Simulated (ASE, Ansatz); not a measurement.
## Forces and charges in generalised stacking fault on (110) of a LiCl-LiBr solid solution (56 atoms)

What does DFT give for generalised stacking fault on (110) of a LiCl-LiBr solid solution (56 atoms) as built?

Main program and level: Ansatz 0.2.0; Kohn-Sham DFT, PBE, PAW (set soft_2), plane waves.

## (1) The starting structure

The cell holds 56 atoms: 28 Li, 10 Br and 18 Cl. Its edges and angles: a = 7.448 Å, b = 5.266 Å, c = 26.283 Å, α = 90.0°, β = 88.0°, γ = 90.0°. It derives from LiCl and LiBr. Rock-salt LiCl lattice (a = 5.2663 Å, the value set for the mixture), cell with z along [110], 2 x 1 x 7 periods; the third cell vector is tilted by 0.250 of 1/2[1-10] and lengthened by 0.2 Å, so the cell holds one fault; displaced by a Gaussian of 0.01 Å; 10 of 28 Cl sites given to Br at random (lattice constant by Vegard's rule between LiCl and LiBr).

What the set-up can't give: The cell is under 6 Å thick along one periodic direction, so every atom has periodic images of itself close by, which move with it and show among its neighbours and in g(r). The host structure and its lattice constant were typed by rule, without a check against the phase diagram.

## (2) Plane-wave single point

The electrons are solved once, with the atoms held.

File input.yaml:

```yaml
crystal:
  lattice:
    - [7.44767, 0.0, 0.0]
    - [0.0, 5.2663, 0.0]
    - [0.93096, 0.0, 26.26686]
  atoms:
    - { symbol: Li, position: [0.87779, 0.00218, 0.992] }
    - { symbol: Br, position: [0.741, 0.0014, 0.07085] }
    - { symbol: Li, position: [0.98268, 0.99891, 0.14148] }
    - { symbol: Cl, position: [0.7223, 0.00223, 0.21221] }
    - { symbol: Li, position: [0.96552, 0.00101, 0.28303] }
    - { symbol: Cl, position: [0.7049, 0.00063, 0.35393] }
    - { symbol: Li, position: [0.94548, 0.00064, 0.42515] }
    - { symbol: Cl, position: [0.68797, 0.00185, 0.49638] }
    - { symbol: Li, position: [0.93115, 0.00041, 0.56668] }
    - { symbol: Cl, position: [0.67139, 0.00094, 0.63754] }
    - { symbol: Li, position: [0.91277, 0.00077, 0.70841] }
    - { symbol: Cl, position: [0.65274, 0.99799, 0.77951] }
    - { symbol: Li, position: [0.89306, 0.9998, 0.85007] }
    - { symbol: Cl, position: [0.63476, 0.00101, 0.92026] }
    - { symbol: Li, position: [0.37769, 0.00418, 0.99257] }
    - { symbol: Br, position: [0.24207, 0.00428, 0.07067] }
    - { symbol: Li, position: [0.48118, 0.00107, 0.14098] }
    - { symbol: Cl, position: [0.22178, 0.00244, 0.2126] }
    - { symbol: Li, position: [0.4638, 0.00086, 0.28323] }
    - { symbol: Br, position: [0.20464, 0.99656, 0.35332] }
    - { symbol: Li, position: [0.44556, 0.00205, 0.42486] }
    - { symbol: Cl, position: [0.18962, 0.99816, 0.49573] }
    - { symbol: Li, position: [0.42952, 0.00032, 0.5666] }
    - { symbol: Cl, position: [0.17247, 0.00087, 0.63782] }
    - { symbol: Li, position: [0.41273, 0.99943, 0.70851] }
    - { symbol: Cl, position: [0.15265, 0.99911, 0.77891] }
    - { symbol: Li, position: [0.38956, 0.99848, 0.84995] }
    - { symbol: Cl, position: [0.1346, 0.99613, 0.92143] }
    - { symbol: Li, position: [0.24404, 0.5052, 0.07052] }
    - { symbol: Cl, position: [0.9852, 0.4995, 0.14101] }
    - { symbol: Li, position: [0.2239, 0.5011, 0.2122] }
    - { symbol: Cl, position: [0.96465, 0.50118, 0.28328] }
    - { symbol: Li, position: [0.20445, 0.49792, 0.35374] }
    - { symbol: Br, position: [0.94416, 0.49807, 0.42484] }
    - { symbol: Li, position: [0.18992, 0.49838, 0.49532] }
    - { symbol: Cl, position: [0.92884, 0.49676, 0.56652] }
    - { symbol: Li, position: [0.17358, 0.49957, 0.63784] }
    - { symbol: Cl, position: [0.91005, 0.50368, 0.70815] }
    - { symbol: Li, position: [0.15268, 0.50033, 0.77933] }
    - { symbol: Cl, position: [0.89465, 0.49983, 0.85063] }
    - { symbol: Li, position: [0.13325, 0.50126, 0.92124] }
    - { symbol: Cl, position: [0.87757, 0.50093, 0.99157] }
    - { symbol: Li, position: [0.7423, 0.50282, 0.07082] }
    - { symbol: Br, position: [0.48149, 0.50002, 0.14193] }
    - { symbol: Li, position: [0.72342, 0.49862, 0.21185] }
    - { symbol: Br, position: [0.46482, 0.50284, 0.28276] }
    - { symbol: Li, position: [0.70693, 0.49897, 0.3542] }
    - { symbol: Br, position: [0.44503, 0.50279, 0.42484] }
    - { symbol: Li, position: [0.68872, 0.49823, 0.49621] }
    - { symbol: Cl, position: [0.4279, 0.49874, 0.56729] }
    - { symbol: Li, position: [0.67028, 0.49871, 0.6377] }
    - { symbol: Br, position: [0.41127, 0.49958, 0.70849] }
    - { symbol: Li, position: [0.65244, 0.50001, 0.77954] }
    - { symbol: Br, position: [0.39148, 0.50152, 0.85002] }
    - { symbol: Li, position: [0.6338, 0.49745, 0.92088] }
    - { symbol: Br, position: [0.37512, 0.50399, 0.99235] }
kpoints:
  mp_grid: { grid: [2, 3, 1] }
hamiltonian:
  xc: pbe
scf:
  occupations: { method: gaussian, width: 0.025 }
output:
  forces: true
  stress: true
  populations: true
  dos:
    method: { smearing: { sigma: 0.08 } }
    de: 0.1
    projected: { site_lists: { Br: [Br], Cl: [Cl], Li: [Li] } }
  eigenvalues: true
  write_density: true
  write_potential: true
  volumetric_format: npy
```

Started as:

```
> ansatz run input.yaml --threads 8 --pin off --max-ram 15872MiB --backend cpu --events-out ev --progress --plain --runs-dir out
```

Numbers of over 12 decimals in the logs are rounded to 6 here.

The program printed:

```text
Engine: ansatz 0.2.0, aarch64-unknown-linux-gnu
Pseudopotentials: kind: paw
Pseudopotential: Li, paw, valence charge 3, recommended cutoff 420 eV (normal), Li.paw.azcp
Pseudopotential: Br, paw, valence charge 7, recommended cutoff 420 eV (normal), Br.paw.azcp
Pseudopotential: Cl, paw, valence charge 7, recommended cutoff 420 eV (normal), Cl.paw.azcp
Functional definition: PBE
  parameter kappa = 0.804
  parameter beta = 0.066725
  exchange = pbe_x(kappa = kappa, mu = beta*pi^2/3)
  correlation = pbe_c(beta = beta)
Crystal: 56 atoms, lattice volume = 1030.230 Å³
Basis set: ecut = 420 eV, 20215 PW (Γ), exchange–correlation on 100×72×360 points (8 copies of the dense FFT grid, shifted against one another)
Bands: 196, of which v1, the nominal top of the filled ones, is band 140 counted from 1 (139 counted from 0)
Symmetry: 1 space group operations
Space group: P1 (ITA 1), of the structure as read, at distance tolerance 1.0e-4 Å
k-points: 4 of 6 (time reversal used)
Non-local potential: Li, projectors of the file, l = 0: 3, l = 1: 2, l = 2: 1
Non-local potential: Br, projectors of the file, l = 0: 2, l = 1: 2, l = 2: 2
Non-local potential: Cl, projectors of the file, l = 0: 2, l = 1: 2, l = 2: 2
PAW form: soft (Blöchl's): semilocal exchange-correlation on the pseudo side does not see the compensation charge
PAW one-centre angular grid: Li, 110 points (default); XC on 64 Gauss nodes
PAW one-centre angular grid: Br, 110 points (default); XC on 64 Gauss nodes
PAW one-centre angular grid: Cl, 110 points (default); XC on 64 Gauss nodes
Initial density: superposition of atomic densities (neutral atoms: chi_scale 0, normalization atom), corrected by the library's trained network
Initial wavefunctions: pseudopotential atomic-orbital guess
Functional: x = pbe(κ = 0.804, μ = 0.219515), c = pbe(β = 0.066725)
SCF iter   1: F=—  HF=-53089.106353 eV  |F-HF|=—  |Δ(HF+E_count)|=         —  Δρ=3.36e-4  dr2=5.68e-3  ethr=1.77e-3  ⟨swp⟩=8.0  Hψ=3795  notcnv=0  defer=130
preconditioner: auto → Resta (q_TF=auto, 2.196 Å⁻¹)  ε∞=2.9  [insulator: Δε(μ)=5.384 eV  Ē_g=12.502 eV  σ=0.025 eV  W_gap=1.00  n_scr=182 (ndim 8)  ℏωp=17.3 eV  f_vac=0.000  D(μ)=0.00/eV (n_scr^D=0)  ε∞_Penn≈2.9]
SCF iter   2: F=—  HF=-53089.100090 eV  |F-HF|=—  |Δ(HF+E_count)|=   6.26e-3  Δρ=2.74e-4  dr2=2.75e-3  ethr=2.03e-6  ⟨swp⟩=3.5  Hψ=1729  notcnv=0  defer=172
SCF iter   3: F=—  HF=-53089.099152 eV  |F-HF|=—  |Δ(HF+E_count)|=   9.38e-4  Δρ=9.60e-5  dr2=5.77e-4  ethr=9.82e-7  ⟨swp⟩=2.0  Hψ=922  notcnv=0  defer=172
SCF iter   4: F=—  HF=-53089.099037 eV  |F-HF|=—  |Δ(HF+E_count)|=   1.15e-4  Δρ=5.43e-5  dr2=9.43e-5  ethr=2.06e-7  ⟨swp⟩=2.0  Hψ=870  notcnv=0  defer=172
SCF iter   5: F=—  HF=-53089.098545 eV  |F-HF|=—  |Δ(HF+E_count)|=   4.92e-4  Δρ=2.10e-5  dr2=8.88e-6  ethr=3.37e-8  ⟨swp⟩=2.0  Hψ=1295  notcnv=0  defer=194
SCF iter   6: F=—  HF=-53089.098544 eV  |F-HF|=—  |Δ(HF+E_count)|=   1.11e-6  Δρ=4.44e-6  dr2=4.52e-7  ethr=3.17e-9  ⟨swp⟩=2.0  Hψ=1056  notcnv=0  defer=196
SCF iter   7: F=-53089.098544 eV  HF=-53089.098544 eV  |F-HF|=7.59e-9  |Δ(HF+E_count)|=   7.07e-8  Δρ=1.59e-6  dr2=3.36e-8  ethr=3.57e-11  ⟨swp⟩=28.2  Hψ=8307  notcnv=0
SCF 1 converged in 7 iterations: F = -53089.098544 eV  dr2 = 3.36e-8
  greatest PAW one-centre occupation: 1.000 electrons in one spin orbital (limit 2), on the Li atom at site 28 (counted from 0), in its partial waves of l = 0
SCF converged after 7 iterations
Free energy (F): -53089.098544 eV
Harris-Foulkes:  -53089.098544 eV  (|F-HF|=7.59e-9)
Internal energy: -53089.098544 eV  (E = F + TS)
E sigma→0 (E₀):  -53089.098544 eV
Fermi energy:    4.773958 eV
--- Per-component energies (eV) ---
  E_band       = -2895.425200
  E_kinetic    = 4867.748594
  E_local      = -9163.665178  (includes V_loc(G=0)·N_el)
  E_nonlocal   = 287.946243
  E_hartree    = 2590.442543
  E_xc         = -4897.575288
  E_vxc        = -3650.179442  (∫ρ·V_xc dr)
  E_paw        = -34923.393677  (= ΣΔE_a)
  E_vpaw       = -418.168565  (= ΣTr[D̂ρ^β])
  E_aug_tail   = 0.002064  (compensation charges beyond the density's cutoff)
  E_ewald      = -11850.603845
  E_smearing   = -0.000000  (= −TS)
  E_closure    = 0.000000  (closes the sum)
  Σ components = -53089.098544   (vs F -53089.098544, Δ=0.00e0)
--- Forces (eV/Å), atoms counted from 1 ---
  atom   1  Li     0.30617706    -0.00248157    -0.92958121
  atom   2  Br    -0.42348843    -0.00717079     0.64132832
  atom   3  Li    -0.00927768     0.00753576     0.19549624
  atom   4  Cl     0.08177664    -0.01453899     0.02019158
  atom   5  Li    -0.14657066    -0.00044966    -0.14313347
  atom   6  Cl     0.02479523     0.00774970    -0.00868848
  atom   7  Li    -0.11912022    -0.01883919     0.11195771
  atom   8  Cl    -0.00401047    -0.02836431     0.02858978
  atom   9  Li    -0.01299997     0.00018547     0.01414219
  atom  10  Cl     0.02696838    -0.01293620    -0.02161250
  atom  11  Li    -0.01288782    -0.00487356    -0.01128702
  atom  12  Cl     0.05849795     0.03283301    -0.00501269
  atom  13  Li    -0.00802007    -0.00191255     0.00634731
  atom  14  Cl     0.04558039     0.01019991     0.12316393
[...]
atom  55  Li     0.26243633     0.00737403     0.05995178
  atom  56  Br     0.61394164    -0.03167512    -0.94775293
  max |Σ_I F_I| component: 1.66e-4 eV/Å
--- Stress (GPa, compression-positive) ---
        0.752087      -0.003180      -0.478156
       -0.003180       0.536158       0.000787
       -0.478156       0.000787       1.024280
  P = ⅓ Tr σ = 0.7708 GPa (7.708 kbar)
--- Band table (eV) ---
  k-point 0: bands = ["-42.1213", "-42.1130", "-42.1048", "-42.1022", [... 180 levels ...], "10.9820", "11.2164", "11.2304", "11.2528", "11.2625", "11.3008", "11.3553", "11.3960", "11.4134", "11.4384", "11.5092", "11.5257"]
[...]
--- Löwdin populations: 56 sites ---
  site symbol       q [e]
     0     Li      2.3261
     1     Br      7.5552
     2     Li      2.3400
[...]
55     Br      7.5555
  spilling = 0.006212 (of n_electrons = 280.000000)
```

Run time: 24 s. Hardware: 8 threads of Arm Neoverse V2, shared host; peak memory 3 GiB.

The run gave:

```
free energy                                      : -53089.0985 eV
free energy per atom                             : -948.0196 eV/atom
SCF cycles                                       : 7
pressure                                         : 0.7708 GPa
r.m.s. force component                           : 0.2111 eV/Å
longest force                                    : 1.13 eV/Å
Fermi energy                                     : 4.774 eV
gap (highest filled to lowest empty level) : 5.452 eV
spilling of the projection                       : 0.006212
```

Neighbours are counted within 3.06 Å (Li-Cl), 3.02 Å (Li-Br).

Length of the force by element and coordination:

| element | coordination | atoms | mean length of the force (eV/Å) | spread | least | most |
| --- | --- | --- | --- | --- | --- | --- |
| Br | all | 10 | 0.349 | 0.426 | 0.0236 | 1.13 |
| Br | 5 | 3 | 0.985 | 0.156 | 0.769 | 1.13 |
| Br | 6 | 7 | 0.0762 | 0.0303 | 0.0236 | 0.120 |
| Cl | all | 18 | 0.0908 | 0.100 | 0.0274 | 0.490 |
| Cl | 5 | 1 | 0.490 | 0 | 0.490 | 0.490 |
| Cl | 6 | 17 | 0.0673 | 0.0274 | 0.0274 | 0.132 |
| Li | all | 28 | 0.265 | 0.278 | 0.0104 | 1.06 |
| Li | 5 | 4 | 0.830 | 0.341 | 0.241 | 1.06 |
| Li | 6 | 24 | 0.170 | 0.0936 | 0.0104 | 0.277 |

Löwdin charges by element and coordination (they lack the spilled electrons, 0.031 e an atom on average):

| element | coordination | atoms | mean charge (e) | spread | least | most |
| --- | --- | --- | --- | --- | --- | --- |
| Br | all | 10 | -0.547 | 0.006 | -0.558 | -0.542 |
| Br | 5 | 3 | -0.556 | 0.0013 | -0.558 | -0.555 |
| Br | 6 | 7 | -0.543 | 0.0012 | -0.546 | -0.542 |
| Cl | all | 18 | -0.629 | 0.0026 | -0.638 | -0.626 |
| Cl | 5 | 1 | -0.638 | 0 | -0.638 | -0.638 |
| Cl | 6 | 17 | -0.628 | 0.0015 | -0.632 | -0.626 |
| Li | all | 28 | 0.662 | 0.0142 | 0.628 | 0.686 |
| Li | 5 | 4 | 0.656 | 0.0116 | 0.642 | 0.674 |
| Li | 6 | 24 | 0.663 | 0.0144 | 0.628 | 0.686 |

Density of states as counts of states in windows of 1 eV (from the Fermi level), total and the larger projections:

| from (eV) | to (eV) | total | Cl p | Br p | Li s |
| --- | --- | --- | --- | --- | --- |
| -14 | -6 | 0.0 | 0.0 | 0.0 | 0.0 |
| -6 | -5 | 42.6 | 24.4 | 14.2 | 3.4 |
| -5 | -4 | 49.6 | 33.8 | 13.2 | 1.6 |
| -4 | -3 | 69.4 | 43.3 | 25.0 | 0.3 |
| -3 | -2 | 6.5 | 1.8 | 4.6 | 0.0 |
| -2 | 2 | 0.0 | 0.0 | 0.0 | 0.0 |
| 2 | 3 | 0.3 | 0.0 | 0.0 | 0.2 |
| 3 | 4 | 9.9 | 0.3 | 0.2 | 3.4 |
| 4 | 5 | 34.0 | 0.8 | 0.5 | 12.5 |

The curve was stored every 0.10 eV, coarse against its broadening of 0.08 eV, so these counts are rough.

Between -26 and -14 eV lie 56 more states.

About 56 of the 280 electrons lie in deeper levels, below the stored range.

The levels nearest the highest filled one (over half full), pooled over k-points and spins:

| level less the highest filled one (eV) | occupation |
| --- | --- |
| -0.201 | 2 |
| -0.190 | 2 |
| -0.159 | 2 |
| -0.109 | 2 |
| -0.101 | 2 |
| 0 | 2 |
| 5.45 | 0 |
| 5.86 | 0 |
| 5.93 | 0 |
| 6.15 | 0 |
| 6.22 | 0 |
| 6.26 | 0 |

Electrostatic potential energy in the ca plane at fractional y = 0.000, with atoms of Li and Br and Cl within 0.2 Å of it. With pseudopotentials it is smooth inside the atoms' cores, unlike the true potential.

Ten even steps from '0' (-54 eV) to '9' (8 eV), each cell a mean:
```
79999999853589999985337999999743689999985358
57999999976789999997558999999744699999974358
47987689999999999999889999999877899999987679
68861027999998645899999986689999999888999899
99830004999997211599999842258999997435899999
99830004999996201489999730038999994102699999
99972137999998422699999841148999995102699999
99998789999999867899999975579999997435899999
99999999977899999998889999999999999888999999
99999999853589999997558999999866899999997789
79999999853589999986337999999643699999985458
57999999976789999997558999999744699999974358
47987679999999999999889999999877899999987679
68851027999998645899999975589999999888999899
99830004999997211599999720038999996335899999
99830004999996200489999600017999984102799999
99972137999998422699999710017999984102799999
99998789999999867899999863369999997435899999
99999999976799999998889998899998999888999999
99999999853589999996458999999866799999997789
```
Columns run along c (16.0 Å, from fractional 0.00 to 0.61 of the cell; values clipped at the 3rd and 97th percentile), rows up along a (7.4 Å). Atoms in or near the plane, at fractional coordinates: Br at (0.07, 0.74), Li at (0.14, 0.98), Cl at (0.21, 0.72), Li at (0.28, 0.97), Cl at (0.35, 0.70), Li at (0.43, 0.95), Cl at (0.50, 0.69), Li at (0.57, 0.93), Br at (0.07, 0.24), Li at (0.14, 0.48), Cl at (0.21, 0.22), Li at (0.28, 0.46), Br at (0.35, 0.20), Li at (0.42, 0.45) and more.

(Continued in part 2 of 2.)

[Logs are printed without paths, hosts, clocks, repeated set-up lines and the standing remarks that a program may print on its own settings, such as how far it seeks lower states.]

[Hosts, paths, dates, database ids (printed as entryN), source tags and the programs' standing remarks are cut or masked in the printed files.]
